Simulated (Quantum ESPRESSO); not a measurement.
# SiC (P6_3mc): a volume series of phonon spectra, part 3 of 10

Aim: how the vibrations of SiC shift with volume, and the expansion that follows.

Quantum ESPRESSO 7.5; DFT LDA, scalar-relativistic, plane waves, GBRV ultrasoft pseudopotentials.

So far. Step 2 (Probe on a coarse mesh): The start is under -4.1 GPa at this level and looks like an insulator or semiconductor on this mesh. Step 3 (Finding the static equilibrium): After the last step pw.x solved the final cell once more on a basis chosen for it, which moves the energy without moving the atoms.

**4. Self-consistent run**

A tight ground state at this cell gives the energy of this member; its pressure is the stress at this cutoff, which can carry an offset from the finite basis.

scf.in

```
 &control
    calculation='scf',
    prefix='x',
    outdir='./tmp',
    pseudo_dir='./pseudo',
    tprnfor=.true.,
    tstress=.true.,
 /
 &system
    ibrav=0,
    nat=4,
    ntyp=2,
    ecutwfc=45.0,
    ecutrho=270.0,
    occupations='fixed',
    nbnd=10,
 /
 &electrons
    conv_thr=1.0d-12,
    mixing_beta=0.7,
    electron_maxstep=100,
 /
ATOMIC_SPECIES
 Si     28.0850  Si.upf
 C      12.0110  C.upf
CELL_PARAMETERS angstrom
     3.055857336    0.000000000    0.000000000
    -1.527928668    2.646450084    0.000000000
     0.000000000    0.000000000    5.015224915
ATOMIC_POSITIONS crystal
 Si     0.333333333   0.666666667   0.004600052
 Si     0.666666667   0.333333333   0.504600052
 C      0.333333333   0.666666667   0.380399948
 C      0.666666667   0.333333333   0.880399948
K_POINTS automatic
 12 12 6 0 0 0
```

Started as:

```console
OMP_NUM_THREADS=1 mpirun -n 8 pw.x -nk 8 -in scf.in > scf.out
```

The program printed:

```text
[banner, memory and clock lines left out]
Program PWSCF v.7.5

     Message from routine setup:
     using ibrav=0 with symmetry is DISCOURAGED, use correct ibrav instead

     G-vector sticks info

     bravais-lattice index     =            0
     lattice parameter (alat)  =       5.7747  a.u.
     unit-cell volume          =     273.7057 (a.u.)^3
     number of atoms/cell      =            4
     number of atomic types    =            2
     number of electrons       =        16.00
     number of Kohn-Sham states=           10
     kinetic-energy cutoff     =      45.0000  Ry
     charge density cutoff     =     270.0000  Ry
     scf convergence threshold =      1.0E-12
     mixing beta               =       0.7000
     number of iterations used =            8  plain     mixing
     Exchange-correlation= SLA  PZ   NOGX NOGC
                           (   1   1   0   0   0   0   0)

     celldm(1)=   5.774733  celldm(2)=   0.000000  celldm(3)=   0.000000
     celldm(4)=   0.000000  celldm(5)=   0.000000  celldm(6)=   0.000000

     crystal axes: (cart. coord. in units of alat)
               a(1) = (   1.000000   0.000000   0.000000 )
               a(2) = (  -0.500000   0.866025   0.000000 )
               a(3) = (   0.000000   0.000000   1.641184 )

     reciprocal axes: (cart. coord. in units 2 pi/alat)
               b(1) = (  1.000000  0.577350 -0.000000 )
               b(2) = (  0.000000  1.154701  0.000000 )
               b(3) = (  0.000000 -0.000000  0.609316 )

     PseudoPot. # 1 for Si read from file:
     ./pseudo/Si.upf
     Pseudo is Ultrasoft + core correction, Zval =  4.0
     Using radial grid of  899 points,  6 beta functions with:
                l(1) =   0
                l(2) =   0
                l(3) =   1
                l(4) =   1
                l(5) =   2
                l(6) =   2
     Q(r) pseudized with  8 coefficients,  rinner =    0.900   0.900   0.900
                                                       0.900   0.900

     PseudoPot. # 2 for C  read from file:
     ./pseudo/C.upf
     Pseudo is Ultrasoft + core correction, Zval =  4.0
     Using radial grid of  721 points,  4 beta functions with:
                l(1) =   0
                l(2) =   0
                l(3) =   1
                l(4) =   1
     Q(r) pseudized with  8 coefficients,  rinner =    1.100   1.100   1.100

     atomic species   valence    mass     pseudopotential
     Si                4.00    28.08500     Si( 1.00)
     C                 4.00    12.01100     C ( 1.00)

     12 Sym. Ops. (no inversion) found ( 6 have fractional translation)

   Cartesian axes

     site n.     atom                  positions (alat units)
         1        Si     tau(   1) = (  -0.0000000   0.5773503   0.0075495  )
         2        Si     tau(   2) = (   0.5000000   0.2886751   0.8281417  )
         3        C      tau(   3) = (  -0.0000000   0.5773503   0.6243064  )
         4        C      tau(   4) = (   0.5000000   0.2886751   1.4448985  )

     number of k points=    76
                       cart. coord. in units 2pi/alat
        k(    1) = (   0.0000000   0.0000000   0.0000000), wk =   0.0023148
        k(    2) = (   0.0000000   0.0000000   0.1015527), wk =   0.0046296
        k(    3) = (   0.0000000   0.0000000   0.2031054), wk =   0.0046296
        k(    4) = (   0.0000000   0.0000000  -0.3046581), wk =   0.0023148
        k(    5) = (   0.0000000   0.0962250   0.0000000), wk =   0.0138889
        k(    6) = (   0.0000000   0.0962250   0.1015527), wk =   0.0277778
        k(    7) = (   0.0000000   0.0962250   0.2031054), wk =   0.0277778
        k(    8) = (   0.0000000   0.0962250  -0.3046581), wk =   0.0138889
        k(    9) = (   0.0000000   0.1924501   0.0000000), wk =   0.0138889
        k(   10) = (   0.0000000   0.1924501   0.1015527), wk =   0.0277778
        k(   11) = (   0.0000000   0.1924501   0.2031054), wk =   0.0277778
        k(   12) = (   0.0000000   0.1924501  -0.3046581), wk =   0.0138889
        k(   13) = (   0.0000000   0.2886751   0.0000000), wk =   0.0138889
        k(   14) = (   0.0000000   0.2886751   0.1015527), wk =   0.0277778
        k(   15) = (   0.0000000   0.2886751   0.2031054), wk =   0.0277778
        k(   16) = (   0.0000000   0.2886751  -0.3046581), wk =   0.0138889
[...]
k(   69) = (   0.2500000   0.5292377   0.0000000), wk =   0.0277778
        k(   70) = (   0.2500000   0.5292377   0.1015527), wk =   0.0555556
        k(   71) = (   0.2500000   0.5292377   0.2031054), wk =   0.0555556
        k(   72) = (   0.2500000   0.5292377  -0.3046581), wk =   0.0277778
        k(   73) = (   0.3333333   0.5773503   0.0000000), wk =   0.0046296
        k(   74) = (   0.3333333   0.5773503   0.1015527), wk =   0.0092593
        k(   75) = (   0.3333333   0.5773503   0.2031054), wk =   0.0092593
        k(   76) = (   0.3333333   0.5773503  -0.3046581), wk =   0.0046296

     Dense  grid:    20353 G-vectors     FFT dimensions: (  32,  32,  50)

     Smooth grid:    11201 G-vectors     FFT dimensions: (  25,  25,  48)

     Initial potential from superposition of free atoms

     starting charge      15.9987, renormalised to      16.0000
     Starting wfcs are   16 randomized atomic wfcs

     per-process dynamical memory:    21.0 Mb

     Self-consistent Calculation

     iteration #  1     ecut=    45.00 Ry     beta= 0.70
     Davidson diagonalization with overlap
     ethr =  1.00E-02,  avg # of iterations =  2.8

     total energy              =     -42.06389478 Ry
     estimated scf accuracy    <       0.92784230 Ry

     iteration #  2     ecut=    45.00 Ry     beta= 0.70
     Davidson diagonalization with overlap
     ethr =  5.80E-03,  avg # of iterations =  2.1

     total energy              =     -42.35830498 Ry
     estimated scf accuracy    <       0.30271554 Ry

     iteration #  3     ecut=    45.00 Ry     beta= 0.70
     Davidson diagonalization with overlap
     ethr =  1.89E-03,  avg # of iterations =  2.0

     total energy              =     -42.39752670 Ry
     estimated scf accuracy    <       0.00547261 Ry

     iteration #  4     ecut=    45.00 Ry     beta= 0.70
     Davidson diagonalization with overlap
     ethr =  3.42E-05,  avg # of iterations =  5.8

     total energy              =     -42.39970216 Ry
     estimated scf accuracy    <       0.00303166 Ry

     iteration #  5     ecut=    45.00 Ry     beta= 0.70
     Davidson diagonalization with overlap
     ethr =  1.89E-05,  avg # of iterations =  2.0

     total energy              =     -42.40033790 Ry
     estimated scf accuracy    <       0.00000869 Ry

[...]
Davidson diagonalization with overlap
     ethr =  2.33E-11,  avg # of iterations =  1.7

     total energy              =     -42.40035151 Ry
     estimated scf accuracy    <          7.8E-09 Ry

     iteration # 10     ecut=    45.00 Ry     beta= 0.70
     Davidson diagonalization with overlap
     ethr =  2.33E-11,  avg # of iterations =  2.0

     total energy              =     -42.40035151 Ry
     estimated scf accuracy    <          5.4E-12 Ry

     iteration # 11     ecut=    45.00 Ry     beta= 0.70
     Davidson diagonalization with overlap
     ethr =  1.00E-13,  avg # of iterations =  4.8

     total energy              =     -42.40035151 Ry
     estimated scf accuracy    <          2.8E-12 Ry

     iteration # 12     ecut=    45.00 Ry     beta= 0.70
     Davidson diagonalization with overlap
     ethr =  1.00E-13,  avg # of iterations =  1.0

     End of self-consistent calculation

          k = 0.0000 0.0000 0.0000 (  1389 PWs)   bands (ev):

    -6.0188  -2.3283   0.7874   8.2917   8.2917   9.5043   9.6181   9.6181
    14.5444  16.0408

          k = 0.0000 0.0000 0.1016 (  1406 PWs)   bands (ev):

    -5.8807  -2.9103   1.5917   8.3682   8.3682   8.7751   9.5148   9.5148
    14.6682  16.5537

          k = 0.0000 0.0000 0.2031 (  1412 PWs)   bands (ev):

    -5.4699  -3.9071   3.2406   7.1140   8.5852   8.5852   9.2446   9.2446
    15.0336  16.3579

          k = 0.0000 0.0000-0.3047 (  1388 PWs)   bands (ev):

    -4.8000  -4.8000   5.1620   5.1620   8.9016   8.9016   8.9016   8.9016
    15.6178  15.6178

          k = 0.0000 0.0962 0.0000 (  1385 PWs)   bands (ev):

    -5.8960  -2.2228   0.9013   7.6044   8.0755   9.1669   9.4265   9.5527
    14.9283  15.8863

          k = 0.0000 0.0962 0.1016 (  1389 PWs)   bands (ev):

    -5.7582  -2.7995   1.6960   7.6955   8.1578   8.6041   9.2032   9.4320
    15.0152  15.8512

          k = 0.0000 0.0962 0.2031 (  1393 PWs)   bands (ev):

    -5.3484  -3.7909   3.3237   7.0812   7.9638   8.3922   8.8121   9.1222
    15.2926  15.9627

          k = 0.0000 0.0962-0.3047 (  1402 PWs)   bands (ev):

    -4.6805  -4.6805   5.2064   5.2064   8.3596   8.3596   8.7387   8.7387
    15.7451  15.7451

          k = 0.0000 0.1925 0.0000 (  1377 PWs)   bands (ev):

    -5.5306  -1.9147   1.2347   6.0990   7.5884   8.0663   9.1406   9.3319
    14.4961  16.4634

          k = 0.0000 0.1925 0.1016 (  1388 PWs)   bands (ev):

    -5.3938  -2.4738   1.9931   6.2209   7.6803   7.6827   8.8780   9.1784
    14.4288  16.1836

          k = 0.0000 0.1925 0.2031 (  1389 PWs)   bands (ev):

    -4.9873  -3.4469   3.5323   6.5387   6.7535   7.9444   8.0859   8.7966
    14.5042  15.7213

          k = 0.0000 0.1925-0.3047 (  1396 PWs)   bands (ev):

    -4.3257  -4.3257   5.2230   5.2230   7.2261   7.2261   8.3423   8.3423
    14.9823  14.9823

          k = 0.0000 0.2887 0.0000 (  1385 PWs)   bands (ev):

    -4.9331  -1.4394   1.7446   4.4408   6.6834   7.0616   8.5869   9.0109
    13.6404  15.4215

          k = 0.0000 0.2887 0.1016 (  1395 PWs)   bands (ev):

    -4.7983  -1.9599   2.3869   4.6420   6.2884   7.1605   8.5535   8.8304
    13.5811  15.1148

          k = 0.0000 0.2887 0.2031 (  1392 PWs)   bands (ev):

    -4.3984  -2.8932   3.5599   5.2683   5.5595   7.4466   7.9146   8.3915
    13.5820  14.8563

          k = 0.0000 0.2887-0.3047 (  1396 PWs)   bands (ev):

    -3.7494  -3.7494   4.5762   4.5762   6.6169   6.6169   7.8830   7.8830
[...]
k = 0.0000 0.3849 0.0000 (  1387 PWs)   bands (ev):

[...]
k = 0.0000 0.3849 0.1016 (  1393 PWs)   bands (ev):

[...]
k = 0.0000 0.3849 0.2031 (  1395 PWs)   bands (ev):

[...]
k = 0.0000 0.3849-0.3047 (  1388 PWs)   bands (ev):

[...]
k = 0.0000 0.4811 0.0000 (  1402 PWs)   bands (ev):

[...]
k = 0.0000 0.4811-0.3047 (  1414 PWs)   bands (ev):

[...]
k = 0.0000-0.5774 0.0000 (  1396 PWs)   bands (ev):

[...]
k = 0.0000-0.5774 0.1016 (  1394 PWs)   bands (ev):

[...]
k = 0.0000-0.5774 0.2031 (  1392 PWs)   bands (ev):

[...]
k = 0.0000-0.5774-0.3047 (  1412 PWs)   bands (ev):

[...]
k = 0.0833 0.1443-0.3047 (  1402 PWs)   bands (ev):

[...]
k = 0.0833 0.2406-0.3047 (  1390 PWs)   bands (ev):

[...]
k = 0.0833 0.3368-0.3047 (  1398 PWs)   bands (ev):

[...]
k = 0.0833 0.4330-0.3047 (  1394 PWs)   bands (ev):

[...]
k = 0.0833 0.5292-0.3047 (  1402 PWs)   bands (ev):

[...]
k = 0.1667 0.2887-0.3047 (  1392 PWs)   bands (ev):

[...]
k = 0.1667 0.3849-0.3047 (  1394 PWs)   bands (ev):

[...]
k = 0.1667 0.4811-0.3047 (  1394 PWs)   bands (ev):

[...]
k = 0.1667 0.5774-0.3047 (  1392 PWs)   bands (ev):

[...]
k = 0.2500 0.4330 0.1016 (  1400 PWs)   bands (ev):

[...]
k = 0.2500 0.4330 0.2031 (  1393 PWs)   bands (ev):

[...]
k = 0.2500 0.4330-0.3047 (  1394 PWs)   bands (ev):

[...]
k = 0.2500 0.5292 0.0000 (  1404 PWs)   bands (ev):

    -2.0902  -0.8969   2.5502   3.2317   3.9594   4.8065   6.1424   6.1789
    12.0831  16.6450

          k = 0.2500 0.5292 0.1016 (  1404 PWs)   bands (ev):

    -1.9859  -0.8970   2.1779   3.0651   3.6207   5.5199   5.8367   6.7866
    12.6222  16.4825

          k = 0.2500 0.5292 0.2031 (  1396 PWs)   bands (ev):

    -1.6946  -0.9910   1.7343   2.4018   3.7816   5.0758   6.8350   7.6790
    13.7789  15.1670

          k = 0.2500 0.5292-0.3047 (  1400 PWs)   bands (ev):

    -1.3010  -1.3010   1.8287   1.8287   4.3415   4.3415   7.7762   7.7762
    14.4236  14.4236

          k = 0.3333 0.5774 0.0000 (  1404 PWs)   bands (ev):

    -1.3775  -1.3775   2.7293   3.3662   3.3662   5.5052   5.5052   5.7127
    11.7473  17.7320

          k = 0.3333 0.5774 0.1016 (  1398 PWs)   bands (ev):

    -1.3069  -1.3069   2.8337   2.8337   2.8590   5.3634   6.1976   6.1976
    12.3454  17.1132

          k = 0.3333 0.5774 0.2031 (  1404 PWs)   bands (ev):

    -1.1444  -1.1444   2.1019   2.1019   3.2410   4.6147   7.3145   7.3145
    13.8016  15.4675

          k = 0.3333 0.5774-0.3047 (  1404 PWs)   bands (ev):

    -1.0482  -1.0482   1.7938   1.7938   3.8489   3.8489   7.8665   7.8665
    14.7342  14.7342

     highest occupied, lowest unoccupied level (ev):     9.6181   11.7473

!    total energy              =     -42.40035151 Ry
     estimated scf accuracy    <          2.4E-14 Ry

     The total energy is the sum of the following terms:
     one-electron contribution =      11.29717583 Ry
     hartree contribution      =       4.66530125 Ry
     xc contribution           =     -16.27945273 Ry
     ewald contribution        =     -42.08337587 Ry

     convergence has been achieved in  12 iterations

     Forces acting on atoms (cartesian axes, Ry/au):

     atom    1 type  1   force =     0.00000000    0.00000000   -0.00000727
     atom    2 type  1   force =    -0.00000000   -0.00000000   -0.00000727
     atom    3 type  2   force =     0.00000000    0.00000000    0.00000727
     atom    4 type  2   force =     0.00000000   -0.00000000    0.00000727

     Total force =     0.000015     Total SCF correction =     0.000000

     Computing stress (Cartesian axis) and pressure

          total   stress  (Ry/bohr**3)                   (kbar)     P=       -0.14
  -0.00000109  -0.00000000  -0.00000000           -0.16       -0.00       -0.00
  -0.00000000  -0.00000109  -0.00000000           -0.00       -0.16       -0.00
  -0.00000000  -0.00000000  -0.00000073           -0.00       -0.00       -0.11

     XML data file, charge density, pseudopotentials, collected wavefunctions
```

Wall time 3.8 s (8 MPI ranks of Arm Neoverse V2, shared host); 29 s of CPU time.

On a basis chosen for the relaxed cell the pressure is -0.014 GPa, small enough for phonons.

(Continued in part 4 of 10.)

[Logs are printed without paths, hosts, clocks, repeated set-up lines and the standing remarks that a program may print on its own settings, such as how far it seeks lower states.]

[Hosts, paths, dates, database ids (printed as entryN), source tags and the programs' standing remarks are cut or masked in the printed files.]

[A step with changed settings may run another functional than the one named; its input shows which.]

[Of the runs on displaced cells, only some may be shown.]
